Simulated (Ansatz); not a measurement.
Consider CrBr2 (1T sheet).

The cell holds 3 atoms: 1 Cr and 2 Br. Cell: a = 3.356 Å, b = 3.356 Å, c = 30.018 Å, α = 90.0°, β = 90.0°, γ = 120.0°. Vacuum lies along c.

```xyz
3
Lattice="0.0000 2.3729 2.3729 2.3729 -2.3729 0.0000 17.3306 17.3306 -17.3306" Properties=species:S:1:pos:R:3
Cr    5.5162    5.5162   -5.5162
Br    7.9653    5.5924   -5.5924
Br    5.4401    5.4401   -3.0672
```

The structure was relaxed with LDA. The structure was generated from a model, not taken from a measurement. The runs that relaxed it are not among those shown. The program's search for lower electronic states was switched off, so nothing shows that the state found is the lowest. PAW set soft_2, made with PBE.

A constrained-RPA run (Ansatz 0.2.0; non-magnetic LDA; Cr d + anion p, bands v8 to c3, 6×6×1 mesh, medium accuracy) builds 11 functions on bands 9.4 eV wide, with 16.0 electrons in the window. The bare on-site interaction is 18.9 eV and the bare J 0.64 eV.

**Question.** Estimate U, U′ and J.

On the Cr d shell, U = 7.54 eV (40 % of the bare value), U′ = 6.50 eV, J = 0.52 eV.

The parent state is non-magnetic and the interaction static (zero frequency); U depends on the window and the orbitals, so it belongs to this model alone. A window that holds the anion p bands defines a model with explicit ligands; its U belongs to that model and is not the U of DFT+U.

[Paths, hosts, dates, memory and timing lines, banners, echoed tables and standing remarks are left out of the program output.]

[Logs are printed without paths, hosts, clocks, repeated set-up lines and the standing remarks that a program may print on its own settings, such as how far it seeks lower states.]

[Runs of the session that timed out or met a known fault of the program may be left out.]

[Hosts, paths, dates, database ids (printed as entryN), source tags and the programs' standing remarks are cut or masked in the printed files.]
